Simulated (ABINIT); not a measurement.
# Beyond one shot: TePb (Fm-3m)

How far does self-consistency move the gap of TePb (Fm-3m)?

Method: PBE and many-body steps on it, plane waves, in ABINIT 10.8.3.

**Experimental background.**

- Gap 0.19 eV: direct gap at L; earlier experiment (Expt. column of Table 1); 4 K; bulk crystal (literature value) (quoted in “Electronic band structure of epitaxial PbTe (111) thin films observed by angle-resolved photoemission spectroscopy”, 2017, arxiv:1704.07516).

- Gap 0.32 eV: direct gap at L; earlier experiment (Expt. column of Table 1); 300 K; bulk crystal (literature value) (quoted in “Electronic band structure of epitaxial PbTe (111) thin films observed by angle-resolved photoemission spectroscopy”, 2017, arxiv:1704.07516).

- Gap 0.37 eV: thermally activated gap from Seebeck maximum; Seebeck coefficient maximum; bulk crystal (Bridgman-grown p-type crystal, maximum near 450-500 K) (“Site-Specific Contributions to the Band Inversion in a Topological Crystalline Insulator”, 2015, arxiv:1506.06328).

This is a report of a sequence of runs, with most program output left out.

## 1. The structure

Symmetry: Fm-3m, No. 225, cubic system. Conventional cell: a = 6.462 Å, b = 6.462 Å, c = 6.462 Å, α = 90.00°, β = 90.00°, γ = 90.00°. Te has 6 Pb at 3.23 Å nearest. Nearest to Pb lie 6 Te at 3.23 Å. Farther neighbours and most contacts between anions are not listed.

The cell and positions come from the Crystallography Open Database and are kept as given unless a step says otherwise. Spin-orbit coupling is left out unless a step names it.

## 2. Empty states on the mesh, 4×4×4 mesh, 277 bands

This step: ABINIT 10.8.3; DFT, PBE, plane waves, norm-conserving pseudopotentials.

The sums over transitions need many empty states on a uniform mesh; this step solves for them.

run.abi

```
acell 3*1.0 Angstrom
rprim 
  -0.000000000000 3.231000000000 3.231000000000
  3.231000000000 0.000000000000 3.231000000000
  3.231000000000 3.231000000000 0.000000000000
ntypat 2
znucl 52 82
natom 2
typat 1 2
xred 
  0.500000000000 0.500000000000 0.500000000000
  0.000000000000 -0.000000000000 -0.000000000000
pp_dirpath "pseudos"
pseudos "Te.upf, Pb.upf"
ecut 39
ngkpt 4 4 4
nshiftk 1
shiftk 0 0 0
kptopt 1
chksymbreak 0
irdden 1
istwfk *1
nband 277
prtvol 0
optdriver 6
gwr_task "HDIAGO"
paral_kgb 0
occopt 1
indata_prefix "in"
outdata_prefix "out"
tmpdata_prefix "tmp"
```

Started as:

```
OMP_NUM_THREADS=1 mpirun -n 8 abinit run.abi > log
```

It took 2.9 min on 8 MPI ranks of Arm Neoverse N1, shared host; peak memory 12 GiB; 24 min of CPU time.

This step gave:

* gap: 0.7389 eV
* k of the valence top: 0.5, 0, 0
* k of the conduction bottom: 0.5, 0, 0
* least direct gap: 0.7389 eV
* k points computed: 8
* lowest point of the top converged band, above the valence top: 123.1187 eV

On this mesh the gap is 0.739 eV.

The density comes from a self-consistent run that is not shown.

## 3. Screening, 4×4×4 mesh, 269 bands, screening to 195.9 eV

The RPA dielectric matrix is built and inverted for each q.

This step: RPA screening on PBE, plane waves, norm-conserving pseudopotentials.

run.abi: that of step 2 with these lines changed.

```diff
@@ -20,10 +20,11 @@
 chksymbreak 0
-irdden 1
 istwfk *1
-nband 277
-prtvol 0
-optdriver 6
-gwr_task "HDIAGO"
-paral_kgb 0
 occopt 1
+irdwfk 1
+optdriver 3
+nband 269
+ecuteps 7.2
+inclvkb 2
+awtr 1
+symchi 1
 indata_prefix "in"
```

The job ended after 5.4 min (8 MPI ranks; peak memory 3.8 GiB).

This step gave:

```yaml
eps_infinity_with_local_fields_on_this_mesh_along_the_program_s_q_direction: 38.56
the_same_without_local_fields: 41.24
plasma_frequency: 30.66 eV
plane_waves_in_the_screening_matrix: 411
```

Local fields lower ε∞ by 7 %.

## 4. G0W0

The self-energy is evaluated for the states that the input lists, and the levels follow from it, in one-shot runs by the linearised quasiparticle equation.

This step: G0W0 on PBE, plane waves, norm-conserving pseudopotentials.

run.abi: that of step 3 with these lines changed.

```diff
@@ -23,8 +23,17 @@
 irdwfk 1
-optdriver 3
+optdriver 4
 nband 269
+gwcalctyp 0
+ecutsigx 39
+symsigma 1
+nkptgw 2
+kptgw 
+  0.5000000000 0.0000000000 0.0000000000
+  0.0000000000 0.0000000000 0.0000000000
+bdgw 
+  21 26
+  21 26
 ecuteps 7.2
-inclvkb 2
-awtr 1
-symchi 1
+irdscr 1
+ppmodel 1
 indata_prefix "in"
```

It took 69 s on 8 MPI ranks; peak memory 3.4 GiB; 9.1 min of CPU time.

Numbers from this step:

* G0W0 gap on the points computed: 0.9260 eV
* starting gap on the mesh: 0.7389 eV
* k of the valence top: 0.5, 0, 0
* k of the conduction bottom: 0.5, 0, 0
* Z at the valence top: 0.798
* Z at the conduction bottom: 0.808
* least direct G0W0 gap on the computed points: 0.9260 eV

The gap on the mesh goes from 0.74 eV to 0.93 eV, a correction of +0.19 eV.

## 5. evGW0, cycle 1

This step: evGW0 on PBE, plane waves, norm-conserving pseudopotentials.

run.abi: that of step 4 with these lines changed.

```diff
@@ -25,12 +25,24 @@
 nband 269
-gwcalctyp 0
+gwcalctyp 10
 ecutsigx 39
 symsigma 1
-nkptgw 2
+nkptgw 8
 kptgw 
+  0.0000000000 0.0000000000 0.0000000000
+  0.2500000000 0.0000000000 0.0000000000
   0.5000000000 0.0000000000 0.0000000000
-  0.0000000000 0.0000000000 0.0000000000
+  0.2500000000 0.2500000000 0.0000000000
+  0.5000000000 0.2500000000 0.0000000000
+  -0.2500000000 0.2500000000 0.0000000000
+  0.5000000000 0.5000000000 0.0000000000
+  -0.2500000000 0.5000000000 0.2500000000
 bdgw 
-  21 26
-  21 26
+  19 30
+  19 30
+  19 30
+  19 30
+  19 30
+  19 30
+  19 30
+  19 30
 ecuteps 7.2
```

Elapsed: 16 min, on 8 MPI ranks; peak memory 4.1 GiB; 2.2 h of CPU time.

This step gave:

- quasiparticle gap on the mesh: 0.9780 eV
- gap of the density functional on the mesh: 0.7389 eV
- k of the valence top: 0.5, 0, 0
- k of the conduction bottom: 0.5, 0, 0
- Z at the valence top: 0.798
- Z at the conduction bottom: 0.808
- least direct quasiparticle gap on the computed points: 0.9780 eV

Against G0W0 in ABINIT (4×4×4 mesh, 269 bands, screening to 195.9 eV, Godby-Needs plasmon pole), the gap moves by +0.052 eV. This first cycle still uses the starting levels; it takes the full correction, at all points of the mesh, and its linearised value is 0.926 eV.

## 6. evGW0, cycle 2

The corrected levels of the last cycle go back in.

run.abi: that of step 5 with these lines changed.

```diff
@@ -50,2 +50,3 @@
 ppmodel 1
+irdqps 1
 indata_prefix "in"
```

Wall time 16 min (8 MPI ranks); peak memory 4.1 GiB; 2.2 h of CPU time.

Numbers from this step:

```
quasiparticle gap on the mesh                         : 0.9560 eV
gap of the density functional on the mesh             : 0.7389 eV
k of the valence top                                  : 0.5, 0, 0
k of the conduction bottom                            : 0.5, 0, 0
least direct quasiparticle gap on the computed points : 0.9560 eV
```

Against the cycle before, the gap moves by −0.022 eV.

## 7. evGW0, cycle 3

run.abi is that of step 6.

Wall time 16 min (8 MPI ranks); peak memory 4.1 GiB; 2.1 h of CPU time.

Numbers from this step:

```
quasiparticle gap on the mesh                         : 0.9570 eV
gap of the density functional on the mesh             : 0.7389 eV
k of the valence top                                  : 0.5, 0, 0
k of the conduction bottom                            : 0.5, 0, 0
least direct quasiparticle gap on the computed points : 0.9570 eV
```

Against the cycle before, the gap moves by +0.001 eV.

## 8. Screening, 4×4×4 mesh, 269 bands, screening to 195.9 eV

This step: RPA screening on PBE, plane waves, norm-conserving pseudopotentials.

run.abi

```
acell 3*1.0 Angstrom
rprim 
  -0.000000000000 3.231000000000 3.231000000000
  3.231000000000 0.000000000000 3.231000000000
  3.231000000000 3.231000000000 0.000000000000
ntypat 2
znucl 52 82
natom 2
typat 1 2
xred 
  0.500000000000 0.500000000000 0.500000000000
  0.000000000000 -0.000000000000 -0.000000000000
pp_dirpath "pseudos"
pseudos "Te.upf, Pb.upf"
ecut 39
ngkpt 4 4 4
nshiftk 1
shiftk 0 0 0
kptopt 1
chksymbreak 0
istwfk *1
occopt 1
irdwfk 1
optdriver 3
nband 269
ecuteps 7.2
inclvkb 2
awtr 1
symchi 1
gwcalctyp 10
mbpt_sciss 0.407 eV
nqptdm 1
qptdm 
  0 0 0
indata_prefix "in"
outdata_prefix "out"
tmpdata_prefix "tmp"
```

The job ended after 45 s (8 MPI ranks; peak memory 3.7 GiB; 5.9 min of CPU time).

This step gave:

* ε∞ with local fields, on this mesh, along the program's q direction: 31.02
* the same without local fields: 33.07
* plasma frequency: 30.66 eV
* plane waves in the screening matrix: 411

This screening uses the functional's bands under a rigid shift, the mean opening of the cycle before.

## 9. Screening, 4×4×4 mesh, 269 bands, screening to 195.9 eV

This step: RPA screening on PBE from quasiparticle energies, plane waves, norm-conserving pseudopotentials.

run.abi: that of step 8 with these lines changed.

```diff
@@ -29,7 +29,13 @@
 symchi 1
+irdqps 1
 gwcalctyp 10
-mbpt_sciss 0.407 eV
-nqptdm 1
+nqptdm 7
 qptdm 
-  0 0 0
+  0.2500000000 0.0000000000 0.0000000000
+  0.5000000000 0.0000000000 0.0000000000
+  0.2500000000 0.2500000000 0.0000000000
+  0.5000000000 0.2500000000 0.0000000000
+  -0.2500000000 0.2500000000 0.0000000000
+  0.5000000000 0.5000000000 0.0000000000
+  -0.2500000000 0.5000000000 0.2500000000
 indata_prefix "in"
```

mrgscr.stdin

```
2
merged
q0_SCR
out_SCR
1
```

Started as:

```
OMP_NUM_THREADS=1 mpirun -n 8 abinit run.abi > log; mrgscr < mrgscr.stdin
```

Elapsed: 4.9 min, on 8 MPI ranks; peak memory 3.6 GiB; 39 min of CPU time.

This step gave:

```
plasma frequency                    : 30.66 eV
plane waves in the screening matrix : 411
```

This screening reads the quasiparticle levels of the cycle before.

## 10. evGW, cycle 1

This step: evGW on PBE, plane waves, norm-conserving pseudopotentials.

run.abi: that of step 9 with these lines changed.

```diff
@@ -23,12 +23,10 @@
 irdwfk 1
-optdriver 3
+optdriver 4
 nband 269
-ecuteps 7.2
-inclvkb 2
-awtr 1
-symchi 1
-irdqps 1
 gwcalctyp 10
-nqptdm 7
-qptdm 
+ecutsigx 39
+symsigma 1
+nkptgw 8
+kptgw 
+  0.0000000000 0.0000000000 0.0000000000
   0.2500000000 0.0000000000 0.0000000000
@@ -40,2 +38,15 @@
   -0.2500000000 0.5000000000 0.2500000000
+bdgw 
+  19 30
+  19 30
+  19 30
+  19 30
+  19 30
+  19 30
+  19 30
+  19 30
+ecuteps 7.2
+irdscr 1
+ppmodel 1
+irdqps 1
 indata_prefix "in"
```

Started as:

```
OMP_NUM_THREADS=1 mpirun -n 8 abinit run.abi > log
```

The job ended after 16 min (8 MPI ranks; peak memory 4.1 GiB; 2.1 h of CPU time).

This step gave:

* quasiparticle gap on the mesh: 1.010 eV
* gap of the density functional on the mesh: 0.7389 eV
* k of the valence top: 0.5, 0, 0
* k of the conduction bottom: 0.5, 0, 0
* least direct quasiparticle gap on the computed points: 1.010 eV

Against G0W0 in ABINIT (4×4×4 mesh, 269 bands, screening to 195.9 eV, Godby-Needs plasmon pole), the gap moves by +0.084 eV.

## 11. Screening, 4×4×4 mesh, 269 bands, screening to 195.9 eV

This step: RPA screening on PBE, plane waves, norm-conserving pseudopotentials.

run.abi

```
acell 3*1.0 Angstrom
rprim 
  -0.000000000000 3.231000000000 3.231000000000
  3.231000000000 0.000000000000 3.231000000000
  3.231000000000 3.231000000000 0.000000000000
ntypat 2
znucl 52 82
natom 2
typat 1 2
xred 
  0.500000000000 0.500000000000 0.500000000000
  0.000000000000 -0.000000000000 -0.000000000000
pp_dirpath "pseudos"
pseudos "Te.upf, Pb.upf"
ecut 39
ngkpt 4 4 4
nshiftk 1
shiftk 0 0 0
kptopt 1
chksymbreak 0
istwfk *1
occopt 1
irdwfk 1
optdriver 3
nband 269
ecuteps 7.2
inclvkb 2
awtr 1
symchi 1
gwcalctyp 10
mbpt_sciss 0.471 eV
nqptdm 1
qptdm 
  0 0 0
indata_prefix "in"
outdata_prefix "out"
tmpdata_prefix "tmp"
```

Elapsed: 45 s, on 8 MPI ranks; peak memory 3.7 GiB; 6 min of CPU time.

Numbers from this step:

| Item | Value |
| --- | --- |
| ε∞ with local fields, on this mesh, along the program's q direction | 30.13 |
| the same without local fields | 32.12 |
| plasma frequency | 30.66 eV |
| plane waves in the screening matrix | 411 |

This screening uses the functional's bands under a rigid shift, the mean opening of the cycle before.

## 12. Screening, 4×4×4 mesh, 269 bands, screening to 195.9 eV

This step: RPA screening on PBE from quasiparticle energies, plane waves, norm-conserving pseudopotentials.

run.abi: that of step 11 with these lines changed.

```diff
@@ -29,7 +29,13 @@
 symchi 1
+irdqps 1
 gwcalctyp 10
-mbpt_sciss 0.471 eV
-nqptdm 1
+nqptdm 7
 qptdm 
-  0 0 0
+  0.2500000000 0.0000000000 0.0000000000
+  0.5000000000 0.0000000000 0.0000000000
+  0.2500000000 0.2500000000 0.0000000000
+  0.5000000000 0.2500000000 0.0000000000
+  -0.2500000000 0.2500000000 0.0000000000
+  0.5000000000 0.5000000000 0.0000000000
+  -0.2500000000 0.5000000000 0.2500000000
 indata_prefix "in"
```

mrgscr.stdin is that of step 9.

Started as:

```
OMP_NUM_THREADS=1 mpirun -n 8 abinit run.abi > log; mrgscr < mrgscr.stdin
```

It took 5.6 min on 8 MPI ranks; peak memory 3.6 GiB.

Numbers from this step:

```yaml
plasma_frequency: 30.66 eV
plane_waves_in_the_screening_matrix: 411
```

This screening reads the quasiparticle levels of the cycle before.

## 13. evGW, cycle 2

This step: evGW on PBE, plane waves, norm-conserving pseudopotentials.

run.abi: that of step 12 with these lines changed.

```diff
@@ -23,12 +23,10 @@
 irdwfk 1
-optdriver 3
+optdriver 4
 nband 269
-ecuteps 7.2
-inclvkb 2
-awtr 1
-symchi 1
-irdqps 1
 gwcalctyp 10
-nqptdm 7
-qptdm 
+ecutsigx 39
+symsigma 1
+nkptgw 8
+kptgw 
+  0.0000000000 0.0000000000 0.0000000000
   0.2500000000 0.0000000000 0.0000000000
@@ -40,2 +38,15 @@
   -0.2500000000 0.5000000000 0.2500000000
+bdgw 
+  19 30
+  19 30
+  19 30
+  19 30
+  19 30
+  19 30
+  19 30
+  19 30
+ecuteps 7.2
+irdscr 1
+ppmodel 1
+irdqps 1
 indata_prefix "in"
```

Started as:

```
OMP_NUM_THREADS=1 mpirun -n 8 abinit run.abi > log
```

The job ended after 16 min (8 MPI ranks; peak memory 4.1 GiB; 2.2 h of CPU time).

Numbers from this step:

| Property | Result |
| --- | --- |
| quasiparticle gap on the mesh | 1.012 eV |
| gap of the density functional on the mesh | 0.7389 eV |
| k of the valence top | 0.5, 0, 0 |
| k of the conduction bottom | 0.5, 0, 0 |
| least direct quasiparticle gap on the computed points | 1.012 eV |

Against the cycle before, the gap moves by +0.002 eV.

## 14. Side by side

Times are wall times on 8 MPI ranks of Arm Neoverse N1, shared host, good to a factor of about two. A run's time includes the screening step that it read.

```
           run   mesh  bands  screening cutoff (eV)  DFT gap (eV)  gap on the mesh (eV)  direct (eV)  ε∞ used     time
          G0W0  4×4×4    269                  195.9         0.739                 0.926        0.926    38.56  6.5 min
evGW0, cycle 1  4×4×4    269                  195.9         0.739                 0.978        0.978    38.56   22 min
evGW0, cycle 2  4×4×4    269                  195.9         0.739                 0.956        0.956    38.56   21 min
evGW0, cycle 3  4×4×4    269                  195.9         0.739                 0.957        0.957    38.56   21 min
 evGW, cycle 1  4×4×4    269                  195.9         0.739                 1.010        1.010    31.02   22 min
 evGW, cycle 2  4×4×4    269                  195.9         0.739                 1.012        1.012    30.13   23 min
```

## 15. Summary of results

* G0W0: 0.926 eV
* evGW0, cycle 1: 0.978 eV
* evGW0, cycle 2: 0.956 eV
* evGW0, cycle 3: 0.957 eV
* evGW, cycle 1: 1.010 eV
* evGW, cycle 2: 1.012 eV
* known limits: not at the basis limit; model gap, bands may invert with spin-orbit coupling; mesh may overstate the screening; no spin-orbit coupling; coarse k mesh

What this shows: Only the bands that the input lists are updated; the others, empty or deep, keep the functional's energies or take a rigid shift. The evGW loop starts from the last levels of evGW0, so its cycles and time come on top of those. evGW0 ends at 0.96 eV, +0.03 eV from G0W0, after 3 cycles that took 48 min beside the first screening; the last moved the gap by 0.001 eV. evGW ends at 1.01 eV, +0.09 eV from G0W0, after 2 cycles that took 44 min beside the first screening; the last moved the gap by 0.002 eV. The first cycle of evGW0 takes the full correction, without the factor Z, so it overshoots the one-shot value. Against experiment, by evGW, cycle 2: the direct gap of 1.01 eV lies +0.82 eV from the measured 0.19 eV (direct, 4 K, quoted 2017); the direct gap of 1.01 eV lies +0.69 eV from the measured 0.32 eV (direct, 300 K, quoted 2017); the gap of 1.01 eV lies +0.64 eV from the measured 0.37 eV (transport, 2015). An exciton line or allowed optical edge lies below the quasiparticle gap by the binding energy; a forbidden edge can push the onset above it. These are gaps on the mesh, at modest bands and cutoff. The calculation has static nuclei and no excitons; a measured gap holds zero-point and thermal motion, which in such lone-pair compounds can raise it as well as lower it. With atoms this heavy the missing spin-orbit coupling can matter too. Bands and cutoff are finite, so the gap is not at the basis limit. The miss can reach some tenths of an eV and take either sign; the mesh is an error of its own. The 4×4×4 mesh is coarse for this cell, which bears on the long-range parts of exchange and screening. Where an edge is built on 6p states of lead, bismuth or thallium, scalar-relativistic gaps usually stand too wide, by a few tenths to over one eV. With atoms this heavy and so narrow a gap, spin-orbit coupling can invert the bands. These scalar-relativistic gaps are then model values, not to be set against experiment, and a spin-orbit change taken from DFT can't simply be added. The RPA ε∞ on this mesh reaches over 25; with a narrow direct gap a coarse mesh can overstate it, and the correction is then too small. In the updated screening the q = 0 part is built from Kohn-Sham bands under a rigid shift, the other q from the quasiparticle levels.

[Paths, hosts, dates, memory and timing lines, banners, echoed tables and standing remarks are left out of the program output.]

[Logs are printed without paths, hosts, clocks, repeated set-up lines and the standing remarks that a program may print on its own settings, such as how far it seeks lower states.]

[Runs of the session that timed out or met a known fault of the program may be left out.]

[Hosts, paths, dates, database ids (printed as entryN), source tags and the programs' standing remarks are cut or masked in the printed files.]

[G0W0 gaps are taken among the corrected bands and points alone; a level outside them can change the order at an edge.]

[Where Ansatz stands beside ABINIT at settings called matched, ABINIT's density can come from a denser mesh and the files from another edition; pairs whose starting gaps differed by over 0.03 eV were left out, so agreement reads better than it is.]
